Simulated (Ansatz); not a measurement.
# Pt(111) with 4 thermally displaced layers, 2x2: scattering by thermal displacements

Aim: the resistivity of Pt at 500 K from frozen thermal displacements between perfect leads. The measured value for the pure metal at this temperature is 18.3 µΩ cm (CRC Handbook of Chemistry and Physics, 84th ed., 2003, Electrical Resistivity of Pure Metals).

Method: Ansatz plane-wave DFT, PBE, PAW files; ballistic transport by layer matching (Landauer), zero bias; PAW set soft_1, in Ansatz 0.2.0.

## (1) Starting point

The cell holds 40 atoms: 40 Pt. Its edges and angles: a = 5.546 Å, b = 5.546 Å, c = 22.699 Å, α = 93.5°, β = 86.5°, γ = 120.0°. It derives from Pt. Regions: lead, 24 atoms (24 Pt); scattering region, 16 atoms (16 Pt). The structure is stacked along c, and the current runs across the ab planes.

## (2) With 4 displaced layers

Each atom of 4 layers is moved at random, by amounts drawn from a normal law 0.0807 Å wide in each direction from the Debye model (240 K) at 500 K. The layers about the cell's end stay perfect and serve as the lead. Disorder leaves little or no symmetry, which makes such runs dear. Energies from -0.05 to 0.05 eV in steps of 0.05 eV are too few for the program's thermal sum, so it prints no conductance; for a metal the transmission near the Fermi level serves, at a fraction of the cost.

Input file input.yaml:

```yaml
crystal:
  lattice:
    - [5.5462627489, 0.0, 0.0]
    - [-2.7731313745, 4.8032044366, 0.0]
    - [1.3865656872, -0.8005340728, 22.6425228571]
  atoms:
    - { symbol: Pt, position: [0.9916666667, 0.0083333333, 0.05] }
    - { symbol: Pt, position: [0.9916666667, 0.5083333333, 0.05] }
    - { symbol: Pt, position: [0.4916666667, 0.0083333333, 0.05] }
    - { symbol: Pt, position: [0.4916666667, 0.5083333333, 0.05] }
    - { symbol: Pt, position: [0.1416666667, 0.3583333333, 0.15] }
    - { symbol: Pt, position: [0.1416666667, 0.8583333333, 0.15] }
    - { symbol: Pt, position: [0.6416666667, 0.3583333333, 0.15] }
    - { symbol: Pt, position: [0.6416666667, 0.8583333333, 0.15] }
    - { symbol: Pt, position: [0.2916666667, 0.2083333333, 0.25] }
    - { symbol: Pt, position: [0.2916666667, 0.7083333333, 0.25] }
    - { symbol: Pt, position: [0.7916666667, 0.2083333333, 0.25] }
    - { symbol: Pt, position: [0.7916666667, 0.7083333333, 0.25] }
    - { symbol: Pt, position: [0.9499177838, 0.0763562713, 0.3526439498] }
    - { symbol: Pt, position: [0.9665234583, 0.5848233643, 0.3457018811] }
    - { symbol: Pt, position: [0.4215072712, 0.0360732357, 0.3496158351] }
    - { symbol: Pt, position: [0.4557246603, 0.5582591167, 0.3517679375] }
    - { symbol: Pt, position: [0.0656300228, 0.4102660919, 0.4467665185] }
    - { symbol: Pt, position: [0.124396022, 0.923802505, 0.4533846704] }
    - { symbol: Pt, position: [0.5955837736, 0.4190244868, 0.4523455444] }
    - { symbol: Pt, position: [0.5825424505, 0.8999059217, 0.4495908061] }
    - { symbol: Pt, position: [0.2280281874, 0.2481760291, 0.5489896953] }
    - { symbol: Pt, position: [0.2384526395, 0.7702644124, 0.5443095496] }
    - { symbol: Pt, position: [0.7487212099, 0.2474951853, 0.5480535863] }
    - { symbol: Pt, position: [0.7209400178, 0.755761928, 0.5491170242] }
    - { symbol: Pt, position: [0.8899121028, 0.0994180274, 0.6503342644] }
    - { symbol: Pt, position: [0.9219303011, 0.6148664016, 0.6479546503] }
    - { symbol: Pt, position: [0.4041040042, 0.1065214889, 0.6521173123] }
    - { symbol: Pt, position: [0.3984459751, 0.6006137919, 0.6431180381] }
    - { symbol: Pt, position: [0.0416666667, 0.4583333333, 0.75] }
    - { symbol: Pt, position: [0.0416666667, 0.9583333333, 0.75] }
    - { symbol: Pt, position: [0.5416666667, 0.4583333333, 0.75] }
    - { symbol: Pt, position: [0.5416666667, 0.9583333333, 0.75] }
    - { symbol: Pt, position: [0.1916666667, 0.3083333333, 0.85] }
    - { symbol: Pt, position: [0.1916666667, 0.8083333333, 0.85] }
    - { symbol: Pt, position: [0.6916666667, 0.3083333333, 0.85] }
    - { symbol: Pt, position: [0.6916666667, 0.8083333333, 0.85] }
    - { symbol: Pt, position: [0.8416666667, 0.1583333333, 0.95] }
    - { symbol: Pt, position: [0.8416666667, 0.6583333333, 0.95] }
    - { symbol: Pt, position: [0.3416666667, 0.1583333333, 0.95] }
    - { symbol: Pt, position: [0.3416666667, 0.6583333333, 0.95] }
kpoints:
  mp_grid: { grid: [5, 5, 1] }
hamiltonian:
  xc: pbe
  pseudopotentials: { kind: paw, azcp: { folder: soft_1 } }
scf:
  occupations: { method: fermi_dirac, width: 0.1 }
output:
  transmission:
    leads: [[0, 4]]
    kmesh: [10, 10]
    e_range: [-0.05, 0.05]
    de: 0.05
  write_potential: true
  write_density: true
  volumetric_format: npy
  elf: true
```

On the command line:

```sh
ansatz run input.yaml --threads 4 --pin off --max-ram 15360MiB --backend cpu --events-out ev --progress --plain --runs-dir out
```

Numbers of over 12 decimals in the logs are rounded to 6 here.

Log:

```text
Engine: ansatz 0.2.0, aarch64-unknown-linux-gnu
Pseudopotentials: kind: paw
Pseudopotential: Pt, paw, valence charge 18, recommended cutoff 420 eV (normal), soft_1/Pt.paw.azcp
Functional definition: PBE
  parameter kappa = 0.804
  parameter beta = 0.066725
  exchange = pbe_x(kappa = kappa, mu = beta*pi^2/3)
  correlation = pbe_c(beta = beta)
Crystal: 40 atoms, lattice volume = 603.193 Å³
Basis set: ecut = 420 eV, 11827 PW (Γ)
Bands: 432, of which v1, the nominal top of the filled ones, is band 360 counted from 1 (359 counted from 0)
Symmetry: 1 space group operations
Space group: P1 (ITA 1), of the structure as read, at distance tolerance 8.4e-5 Å
k-points: 13 of 25 (time reversal used)
Non-local potential: Pt, projectors of the file, l = 0: 3, l = 1: 2, l = 2: 2, l = 3: 1
PAW form: soft (Blöchl's): semilocal exchange-correlation on the pseudo side does not see the compensation charge
PAW one-centre angular grid: Pt, 590 points (default); XC on 64 Gauss nodes
Initial density: superposition of atomic densities (chi_scale 0.1, normalization cell)
Initial wavefunctions: pseudopotential atomic-orbital guess
Functional: x = pbe(κ = 0.804, μ = 0.219515), c = pbe(β = 0.066725)
SCF iter   1: F=—  HF=-501000.017279 eV  |F-HF|=—  |Δ(HF+E_count)|=         —  Δρ=8.56e-2  dr2=4.25e1  ethr=3.10e-3  ⟨swp⟩=4.5  Hψ=16649  notcnv=0  defer=236
preconditioner: auto → Kerker (q_TF=auto, 2.810 Å⁻¹)  [metal: Δε(μ)=0.001 eV  Ē_g=8.548 eV  σ=0.100 eV  W_gap=0.00  n_scr=246 (ndim 8)  ℏωp=30.2 eV  f_vac=0.000  D(μ)=68.56/eV (n_scr^D=906)]
SCF iter   2: F=—  HF=-500990.212773 eV  |F-HF|=—  |Δ(HF+E_count)|=    9.80e0  Δρ=4.53e-2  dr2=1.17e1  ethr=3.10e-3  ⟨swp⟩=2.9  Hψ=9416  notcnv=0  defer=490
SCF iter   3: F=—  HF=-500986.919657 eV  |F-HF|=—  |Δ(HF+E_count)|=    3.29e0  Δρ=6.50e-3  dr2=1.39e-1  ethr=1.62e-3  ⟨swp⟩=2.2  Hψ=8084  notcnv=0  defer=490
SCF iter   4: F=—  HF=-500986.934937 eV  |F-HF|=—  |Δ(HF+E_count)|=   1.53e-2  Δρ=1.07e-3  dr2=9.96e-3  ethr=1.94e-5  ⟨swp⟩=2.2  Hψ=7199  notcnv=0  defer=484
SCF iter   5: F=—  HF=-500986.935235 eV  |F-HF|=—  |Δ(HF+E_count)|=   2.98e-4  Δρ=3.71e-4  dr2=1.19e-3  ethr=1.38e-6  ⟨swp⟩=2.3  Hψ=7814  notcnv=0  defer=484
SCF iter   6: F=—  HF=-500986.935195 eV  |F-HF|=—  |Δ(HF+E_count)|=   3.98e-5  Δρ=5.91e-5  dr2=3.86e-5  ethr=1.65e-7  ⟨swp⟩=2.9  Hψ=10335  notcnv=0  defer=484
SCF iter   7: F=—  HF=-500986.934006 eV  |F-HF|=—  |Δ(HF+E_count)|=   1.19e-3  Δρ=1.33e-5  dr2=1.24e-5  ethr=5.35e-9  ⟨swp⟩=1.1  Hψ=5119  notcnv=0  defer=484
SCF iter   8: F=—  HF=-500986.934006 eV  |F-HF|=—  |Δ(HF+E_count)|=   1.04e-7  Δρ=4.91e-6  dr2=8.64e-7  ethr=1.72e-9  ⟨swp⟩=1.0  Hψ=5112  notcnv=0  defer=484
SCF iter   9: F=-500986.934006 eV  HF=-500986.934006 eV  |F-HF|=6.16e-8  |Δ(HF+E_count)|=   2.36e-8  Δρ=1.20e-6  dr2=6.53e-8  ethr=1.39e-11  ⟨swp⟩=7.8  Hψ=17014  notcnv=0
SCF 1 converged in 9 iterations: F = -500986.934006 eV  dr2 = 6.53e-8
  greatest PAW one-centre occupation: 1.000 electrons in one spin orbital (limit 2), on the Pt atom at site 17 (counted from 0), in its partial waves of l = 0
transmission: 220 of 2184 steps passed
transmission: 439 of 2184 steps passed
[...]
transmission: 2184 of 2184 steps passed
SCF converged after 9 iterations
Free energy (F): -500986.934006 eV
Harris-Foulkes:  -500986.934006 eV  (|F-HF|=6.16e-8)
Internal energy: -500984.709417 eV  (E = F + TS)
E sigma→0 (E₀):  -500985.821711 eV
Entropy (-TS):   -2.224588 eV (-55.615 meV/atom)
Fermi energy:    23.434158 eV
--- Per-component energies (eV) ---
  E_band       = -5139.269005
  E_kinetic    = 23905.649210
  E_local      = -57212.196810  (includes V_loc(G=0)·N_el)
  E_nonlocal   = 8156.636544
  E_hartree    = 21794.093722
  E_xc         = -9306.262091
  E_vxc        = -10873.572700  (∫ρ·V_xc dr)
  E_paw        = -379357.214885  (= ΣΔE_a)
  E_vpaw       = -12704.032078  (= ΣTr[D̂ρ^β])
  E_aug_tail   = 0.044800  (compensation charges beyond the density's cutoff)
  E_ewald      = -108965.459907
  E_smearing   = -2.224588  (= −TS)
  E_closure    = 0.000000  (closes the sum)
  Σ components = -500986.934006   (vs F -500986.934006, Δ=0.00e0)
--- Band table (eV; the first three rows and the last of 13) ---
  k-point 0: bands = [... 356 lower, 23.5963, 23.6013, 23.6226, 23.6465, 23.6608, 23.6702, 23.6933, 23.7151, ... 68 higher]
  k-point 1: bands = [... 356 lower, 23.3928, 23.4170, 23.4281, 23.4457, 23.4707, 23.4916, 23.5021, 23.6139, ... 68 higher]
  k-point 2: bands = [... 356 lower, 23.3393, 23.3602, 23.4104, 23.4673, 23.5148, 23.5259, 23.5346, 23.5543, ... 68 higher]
  k-point 12: bands = [... 356 lower, 23.3015, 23.3422, 23.4362, 23.4580, 23.4675, 23.4897, 23.5104, 23.5350, ... 68 higher]
--- Transmission ---
  basis      : 241 plane waves across, 42 finite elements along
  points     : 52, standing for a mesh of 10 x 10
  energies   : 3 from -0.050000 to 0.050000 eV about the Fermi level, 0.050000 eV apart; the leads are filled to 0.000000 eV, and channels, transmission and decay are at 0.000000 eV
  crystal 0  : Pt4, at the sites [0, 4], period 2.2643 Å, over 13.59 Å; its Hamiltonian steps by up to 12.3 meV
    offset         : up to 0.0000 Å between an atom of the period and one for which it stands
    channels       : 6.890000e0 a spin
    conductance    : none, the energies end too early or step too widely for 300 K: set another output.transmission.e_range or a lower de, or, where they end at an eighth of basis.ecutwfc, a higher one
  junction   : crystal 0 to crystal 0, 0.70 to 21.08 Å
    transmission   : 5.195965e0 a spin
    conductance    : none, the energies end too early or step too widely for 300 K: set another output.transmission.e_range or a lower de, or, where they end at an eighth of basis.ecutwfc, a higher one
```

It took 10 min on 4 threads of Arm Neoverse V1, shared host; peak memory 5.6 GiB; 37 min of CPU time.

Numbers from this step:

```
free energy                                    : -500986.9340 eV
energy at zero smearing                        : -500985.8217 eV
Fermi energy                                   : 23.43 eV
cell area                                      : 26.64 Å²
transmission per spin nearest the Fermi level  : 5.196
open channels per spin nearest the Fermi level : 6.89
step of the lead's potential                   : 12.3 meV
```

Per spin. The transmission, zone mean by energy, zero at the Fermi level:

```csv
energy (eV),"transmission, zone mean"
-0.0500,5.40
0.0000,5.20
0.0500,5.00
```

Per spin. Table of open channels, zone mean, lead by energy, zero at the Fermi level:

```csv
energy (eV),"open channels, zone mean, lead"
-0.0500,7.16
0.0000,6.89
0.0500,6.21
```

Transmission over k1 and k2. At 0.0000 eV from the Fermi level.

Values, 10 rows by 10 columns:
```
7.28 7.12 5.31 5.10 5.45 6.79 7.03 3.52 2.70 3.40
3.78 5.40 6.94 5.62 5.53 6.64 4.88 3.68 2.24 2.20
3.85 5.42 5.47 6.86 3.17 6.56 5.25 5.03 3.95 3.53
7.24 5.42 5.58 2.85 5.33 5.23 2.52 5.34 4.83 7.37
6.71 6.97 6.78 6.39 5.08 3.12 5.08 6.39 6.78 6.97
7.24 7.37 4.83 5.34 2.52 5.23 5.33 2.85 5.58 5.42
3.85 3.53 3.95 5.03 5.25 6.56 3.17 6.86 5.47 5.42
3.78 2.20 2.24 3.68 4.88 6.64 5.53 5.62 6.94 5.40
7.28 3.40 2.70 3.52 7.03 6.79 5.45 5.10 5.31 7.12
6.77 7.30 3.71 3.73 6.88 6.54 6.88 3.73 3.71 7.30
```
Columns: k1 (b1) from -0.5 to 0.4; rows upwards: k2 (b2) from -0.5 to 0.4.

Open channels over k1 and k2. At 0.0000 eV from the Fermi level.

Ten even steps from '_' (3.0) to '@' (10.0):
```
@@##======##@@..__..
====##++++##====____
====++%%..%%++====..
@@==++..%%%%..++==@@
@@####%%%%::%%%%####
@@@@==++..%%%%..++==
==..====++%%..%%++==
==____====##++++##==
@@..__..@@##======##
@@@@====@@@@@@====@@
```
Columns: k1 (b1) from -0.5 to 0.4; rows upwards: k2 (b2) from -0.5 to 0.4.

ELF in the ca plane at fractional y = 0.036, with atoms of Pt within 0.2 Å of it. It is the smooth field of the valence electrons, not physical close to the nuclei.

Values, 8 rows by 16 columns, each cell a mean:
```
0.24 0.16 0.24 0.25 0.54 0.47 0.24 0.20 0.18 0.25 0.31 0.55 0.35 0.31 0.29 0.24
0.33 0.25 0.32 0.25 0.40 0.35 0.28 0.28 0.22 0.27 0.30 0.55 0.35 0.26 0.22 0.23
0.33 0.26 0.38 0.25 0.25 0.25 0.40 0.42 0.26 0.28 0.21 0.30 0.27 0.46 0.39 0.25
0.24 0.18 0.25 0.25 0.45 0.36 0.31 0.34 0.24 0.26 0.22 0.32 0.28 0.52 0.44 0.25
0.24 0.16 0.24 0.27 0.55 0.45 0.25 0.23 0.19 0.25 0.30 0.56 0.37 0.31 0.29 0.24
0.33 0.25 0.32 0.26 0.43 0.37 0.32 0.37 0.23 0.27 0.28 0.53 0.35 0.26 0.22 0.23
0.33 0.26 0.38 0.25 0.26 0.25 0.41 0.49 0.28 0.27 0.20 0.27 0.26 0.46 0.39 0.25
0.24 0.18 0.26 0.25 0.45 0.37 0.28 0.35 0.25 0.26 0.22 0.30 0.27 0.52 0.44 0.25
```
Columns run along c (16.0 Å, from fractional 0.15 to 0.85 of the cell), rows up along a (5.5 Å). Atoms in or near the plane, at fractional coordinates: Pt at (0.35, 0.95), Pt at (0.35, 0.42).

Valence density in the ca plane at fractional y = 0.036, with atoms of Pt within 0.2 Å of it. It is the smooth field of the valence electrons, not physical close to the nuclei.

Ten even steps from '0' (0 e/Å³) to '9' (11 e/Å³), each cell a mean:
```
00000000000279620000000000000024310001100000
00000000000268510000000000000148730000000000
00000000000023200000000000000037620000000000
11000011000000000011000000000013210000000000
00000011000000000023100000000000000013310000
00000000000000000023200000000000000036630000
00000000000122100001000000000000000026630000
00000000000377410000000000000012200013310000
00000000000389610000000000000036620000000000
00000000000267410000000000000037730000000000
00000000000012100012100000000014410000000000
11000011000000000024310000000001100001100000
00000000000000000024310000000000000024520000
00000000000011000012100000000000000037730000
00000000000145300000000000000000000025520000
```
Columns run along c (16.0 Å, from fractional 0.15 to 0.85 of the cell), rows up along a (5.5 Å). Atoms in or near the plane, at fractional coordinates: Pt at (0.35, 0.95), Pt at (0.35, 0.42).

Electrostatic potential energy in the ca plane at fractional y = 0.036, with atoms of Pt within 0.2 Å of it. With pseudopotentials it is smooth inside the atoms' cores, unlike the true potential.

Values in eV, 8 rows by 16 columns, each cell a mean:
```
 23  25  24  21 -33 -19  24  25  25  23  13 -34   7  11  16  23
  9  22  11  22  -1   5  18  17  24  22  15 -33   6  21  23  22
  9  21   3  21  22  23   0  -8  20  17  24  15  20 -17   1  23
 23  25  21  21 -12   6  13   7  22  20  23  11  19 -28 -11  23
 23  25  24  19 -37 -17  23  23  25  23  15 -35   5  11  16  23
  9  22  11  21  -9   3  11   3  23  22  18 -28   6  21  23  22
  9  21   3  21  21  22  -3 -22  19  18  25  18  20 -17   1  23
 23  25  21  22 -11   2  16   8  22  19  23  14  20 -28 -11  23
```
Columns run along c (16.0 Å, from fractional 0.15 to 0.85 of the cell; values clipped at the 3rd and 97th percentile), rows up along a (5.5 Å). Atoms in or near the plane, at fractional coordinates: Pt at (0.35, 0.95), Pt at (0.35, 0.42).

Over the solved energies the transmission per spin lies between 5.00 and 5.40, out of 6.75 channels of the lead on average (up to 7.16).

(Part 1 of 2 ends here.)

[Logs are printed without paths, hosts, clocks, repeated set-up lines and the standing remarks that a program may print on its own settings, such as how far it seeks lower states.]

[Hosts, paths, dates, database ids (printed as entryN), source tags and the programs' standing remarks are cut or masked in the printed files.]
